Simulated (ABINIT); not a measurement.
# How the form of the self-energy moves the gap of CdSe (Cadmoselite), part 2 of 2

Wanted: the gap of CdSe (Cadmoselite) under several approximations, with cost.

ABINIT 10.8.3; PBE and many-body steps on it, plane waves. Known limits of the many-body steps: not at the basis limit; exchange with frozen shells missing; mesh may overstate the screening; no spin-orbit coupling; coarse k mesh.

So far. Step 6 (G0W0, von der Linden-Horsch plasmon pole): Against G0W0 in ABINIT (3×3×2 mesh, 120 bands, screening to 122.5 eV, Godby-Needs plasmon pole), the gap moves by −0.086 eV. Step 7 (G0W0, Engel-Farid plasmon pole): Against G0W0 in ABINIT (3×3×2 mesh, 120 bands, screening to 122.5 eV, Godby-Needs plasmon pole), the gap moves by −0.126 eV.

The database entry behind the starting cell differs from later determinations by our own check (inner coordinate of an old entry), so it need not match the best structure at ambient conditions.

**8. One-shot SEX**

This step: one-shot SEX on PBE, plane waves, norm-conserving pseudopotentials.

File run.abi:

```
acell 3*1.0 Angstrom
rprim 
  4.300000000016 -0.000000000004 0.000000000000
  -2.150000000005 3.723909236288 0.000000000000
  0.000000000000 0.000000000000 7.020000000000
ntypat 2
znucl 48 34
natom 4
typat 1 1 2 2
xred 
  0.333333333333 0.666666666667 0.000000000000
  0.666666666667 0.333333333333 0.500000000000
  0.333333333333 0.666666666667 0.385000000000
  0.666666666667 0.333333333333 0.885000000000
pp_dirpath "pseudos"
pseudos "Cd.upf, Se.upf"
ecut 47
ngkpt 3 3 2
nshiftk 1
shiftk 0 0 0
kptopt 1
chksymbreak 0
istwfk *1
occopt 1
irdwfk 1
optdriver 4
nband 120
gwcalctyp 6
ecutsigx 47
symsigma 1
nkptgw 1
kptgw 
  0.0000000000 0.0000000000 0.0000000000
bdgw 
  35 38
ecuteps 4.5
irdscr 1
indata_prefix "in"
outdata_prefix "out"
tmpdata_prefix "tmp"
```

Started as:

```bash
OMP_NUM_THREADS=1 mpirun -n 4 abinit run.abi > log
```

Numbers of over 12 decimals in the logs are rounded to 6 here.

The program printed:

```text
.Version 10.8.3 of ABINIT. v10.8.2 released Aug 2026.

 Symmetries : space group P6_3 m c (#186); Bravais hP (primitive hexag.)
[... echo of the input left out ...]
== DATASET  1 ==================================================================
-   mpi_nproc: 4, omp_nthreads: 1 (-1 if OMP is not activated)

--- !DatasetInfo
iteration_state: {dtset: 1, }
dimensions: {natom: 4, nkpt: 6, mband: 120, nsppol: 1, nspinor: 1, nspden: 1, mpw: 11752, }
cutoff_energies: {ecut:  47.0, pawecutdg:  -1.0, }
[...]
36   3.993 -15.575 -19.205  10.785   1.000   0.000  -8.420   7.155  11.148
       37   4.694 -11.685  -8.087   3.282   1.000   0.000  -4.806   6.879  11.573
       38   6.115 -11.359  -7.242   2.947   1.000   0.000  -4.295   7.064  13.179

== END DATASET(S) ==============================================================
================================================================================

 -outvars: echo values of variables after computation  --------
           etotal      0.0000000000E+00
            nband         120
             nkpt           6
          spgroup         186
 [... the other variables as echoed above ...]

 Calculation completed.
```

Wall time 4.8 s (4 MPI ranks of Arm Neoverse V1, shared host); peak memory 0.93 GiB; 19 s of CPU time.

This step gave:

```
quasiparticle gap on the points computed              : 0.4250 eV
starting gap on the mesh                              : 0.7010 eV
k of the valence top                                  : 0, 0, 0
k of the conduction bottom                            : 0, 0, 0
least direct quasiparticle gap on the computed points : 0.4250 eV
```

Against G0W0 in ABINIT (3×3×2 mesh, 120 bands, screening to 122.5 eV, Godby-Needs plasmon pole), the gap moves by −1.363 eV.

**9. One-shot COHSEX**

This step: one-shot COHSEX on PBE, plane waves, norm-conserving pseudopotentials.

Edit run.abi of step 8 so:

```diff
@@ -27,3 +27,3 @@
 nband 120
-gwcalctyp 6
+gwcalctyp 7
 ecutsigx 47
```

The program printed:

```text
.Version 10.8.3 of ABINIT. v10.8.2 released Aug 2026.

 Symmetries : space group P6_3 m c (#186); Bravais hP (primitive hexag.)
[... echo of the input left out ...]
== DATASET  1 ==================================================================
-   mpi_nproc: 4, omp_nthreads: 1 (-1 if OMP is not activated)

--- !DatasetInfo
iteration_state: {dtset: 1, }
dimensions: {natom: 4, nkpt: 6, mband: 120, nsppol: 1, nspinor: 1, nspden: 1, mpw: 11752, }
cutoff_energies: {ecut:  47.0, pawecutdg:  -1.0, }
[...]
36   3.993 -15.575 -19.205   1.060   1.000   0.000 -18.145  -2.570   1.423
       37   4.694 -11.685  -8.087  -4.694   1.000   0.000 -12.782  -1.097   3.597
       38   6.115 -11.359  -7.242  -4.978   1.000   0.000 -12.220  -0.862   5.254

== END DATASET(S) ==============================================================
================================================================================

 -outvars: echo values of variables after computation  --------
           etotal      0.0000000000E+00
            nband         120
             nkpt           6
          spgroup         186
 [... the other variables as echoed above ...]

 Calculation completed.
```

Wall time 4.8 s (4 MPI ranks); peak memory 0.95 GiB; 19 s of CPU time.

This step gave:

| Item | Value |
| --- | --- |
| quasiparticle gap on the points computed | 2.174 eV |
| starting gap on the mesh | 0.7010 eV |
| k of the valence top | 0, 0, 0 |
| k of the conduction bottom | 0, 0, 0 |
| least direct quasiparticle gap on the computed points | 2.174 eV |

Against G0W0 in ABINIT (3×3×2 mesh, 120 bands, screening to 122.5 eV, Godby-Needs plasmon pole), the gap moves by +0.386 eV.

**10. One-shot Hartree-Fock**

This step: one-shot Hartree-Fock on PBE, plane waves, norm-conserving pseudopotentials.

Edit run.abi of step 9 so:

```diff
@@ -26,4 +26,4 @@
 optdriver 4
-nband 120
-gwcalctyp 7
+nband 40
+gwcalctyp 5
 ecutsigx 47
@@ -35,4 +35,4 @@
   35 38
-ecuteps 4.5
-irdscr 1
+ixc_sigma 40
+fftgw 31
 indata_prefix "in"
```

The program printed:

```text
.Version 10.8.3 of ABINIT. v10.8.2 released Aug 2026.

 Symmetries : space group P6_3 m c (#186); Bravais hP (primitive hexag.)
[... echo of the input left out ...]
== DATASET  1 ==================================================================
-   mpi_nproc: 4, omp_nthreads: 1 (-1 if OMP is not activated)

--- !DatasetInfo
iteration_state: {dtset: 1, }
dimensions: {natom: 4, nkpt: 6, mband: 40, nsppol: 1, nspinor: 1, nspden: 1, mpw: 11752, }
cutoff_energies: {ecut:  47.0, pawecutdg:  -1.0, }
[...]
36   3.993 -15.575 -19.205   0.000   1.000   0.000 -19.205  -3.630   0.363
       37   4.694 -11.685  -8.087   0.000   1.000   0.000  -8.087   3.598   8.291
       38   6.115 -11.359  -7.242   0.000   1.000   0.000  -7.242   4.117  10.232

== END DATASET(S) ==============================================================
================================================================================

 -outvars: echo values of variables after computation  --------
           etotal      0.0000000000E+00
            nband          40
             nkpt           6
          spgroup         186
 [... the other variables as echoed above ...]

 Calculation completed.
```

Wall time 4.5 s (4 MPI ranks); peak memory 1.2 GiB.

Numbers from this step:

```yaml
quasiparticle_gap_on_the_points_computed: 7.928 eV
starting_gap_on_the_mesh: 0.7010 eV
k_of_the_valence_top: 0, 0, 0
k_of_the_conduction_bottom: 0, 0, 0
least_direct_quasiparticle_gap_on_the_computed_points: 7.928 eV
```

Against G0W0 in ABINIT (3×3×2 mesh, 120 bands, screening to 122.5 eV, Godby-Needs plasmon pole), the gap moves by +6.140 eV.

**11. Side by side**

Times are wall times on 4 MPI ranks of Arm Neoverse V1, shared host, good to a factor of about two. A run's time includes the screening step that it read.

| run | mesh | bands | screening cutoff (eV) | DFT gap (eV) | gap on the mesh (eV) | direct (eV) | ε∞ used | time |
| --- | --- | --- | --- | --- | --- | --- | --- | --- |
| G0W0, Godby-Needs plasmon pole | 3×3×2 | 120 | 122.5 | 0.701 | 1.788 | 1.788 | 49.31 | 80 s |
| G0W0, Hybertsen-Louie plasmon pole | 3×3×2 | 120 | 122.5 | 0.701 | 1.746 | 1.746 | 49.31 | 80 s |
| G0W0, von der Linden-Horsch plasmon pole | 3×3×2 | 120 | 122.5 | 0.701 | 1.702 | 1.702 | 49.31 | 78 s |
| G0W0, Engel-Farid plasmon pole | 3×3×2 | 120 | 122.5 | 0.701 | 1.662 | 1.662 | 49.31 | 78 s |
| one-shot SEX | 3×3×2 | 120 | 122.5 | 0.701 | 0.425 | 0.425 | 49.31 | 76 s |
| one-shot COHSEX | 3×3×2 | 120 | 122.5 | 0.701 | 2.174 | 2.174 | 49.31 | 76 s |
| one-shot Hartree-Fock | 3×3×2 | - | - | 0.701 | 7.928 | 7.928 | - | 4.5 s |

**12. Results**

| Item | Value |
| --- | --- |
| G0W0, Godby-Needs plasmon pole | 1.788 eV |
| G0W0, Hybertsen-Louie plasmon pole | 1.746 eV |
| G0W0, von der Linden-Horsch plasmon pole | 1.702 eV |
| G0W0, Engel-Farid plasmon pole | 1.662 eV |
| one-shot SEX | 0.425 eV |
| one-shot COHSEX | 2.174 eV |
| one-shot Hartree-Fock | 7.928 eV |
| known limits | not at the basis limit; exchange with frozen shells missing; mesh may overstate the screening; no spin-orbit coupling; coarse k mesh |

G0W0, Hybertsen-Louie plasmon pole: −0.042 eV against G0W0, Godby-Needs plasmon pole. G0W0, von der Linden-Horsch plasmon pole: −0.086 eV against G0W0, Godby-Needs plasmon pole. G0W0, Engel-Farid plasmon pole: −0.126 eV against G0W0, Godby-Needs plasmon pole. One-shot SEX: −1.363 eV against G0W0, Godby-Needs plasmon pole. One-shot COHSEX: +0.386 eV against G0W0, Godby-Needs plasmon pole. One-shot Hartree-Fock: +6.140 eV against G0W0, Godby-Needs plasmon pole. Bare exchange alone opens the gap to 7.93 eV; against G0W0, correlation takes back 6.14 eV. Static COHSEX lies above G0W0: it lacks the factor Z and overstates the Coulomb hole of the filled states. Bands and cutoff are finite, so the gap is not at the basis limit. The miss can reach some tenths of an eV and take either sign; the mesh is an error of its own. In the first G0W0 run levels were corrected at 1 k point alone, so a gap called «on the mesh» is the least over those, and an edge elsewhere would be missed. The 3×3×2 mesh is coarse for this cell, which bears on the long-range parts of exchange and screening. The norm-conserving file of at least one element keeps a d shell over frozen s and p shells of the same row. Exchange with those shells is missing from the self-energy, an error of 0.3 to 0.9 eV in cases checked, whose sign depends on which edge lies on those atoms. For the PBE start: The RPA ε∞ on this mesh reaches over 25; with a narrow direct gap a coarse mesh can overstate it, and the correction is then too small. The many-body steps are scalar-relativistic: spin-orbit coupling is not in them.

[Paths, hosts, dates, memory and timing lines, banners, echoed tables and standing remarks are left out of the program output.]

[Logs are printed without paths, hosts, clocks, repeated set-up lines and the standing remarks that a program may print on its own settings, such as how far it seeks lower states.]

[Runs of the session that timed out or met a known fault of the program may be left out.]

[No measured gap is set beside runs whose start may be inverted or whose files or cutoffs have a known fault.]

[Hosts, paths, dates, database ids (printed as entryN), source tags and the programs' standing remarks are cut or masked in the printed files.]

[G0W0 gaps are taken among the corrected bands and points alone; a level outside them can change the order at an edge.]

[Where Ansatz stands beside ABINIT at settings called matched, ABINIT's density can come from a denser mesh and the files from another edition; pairs whose starting gaps differed by over 0.03 eV were left out, so agreement reads better than it is.]
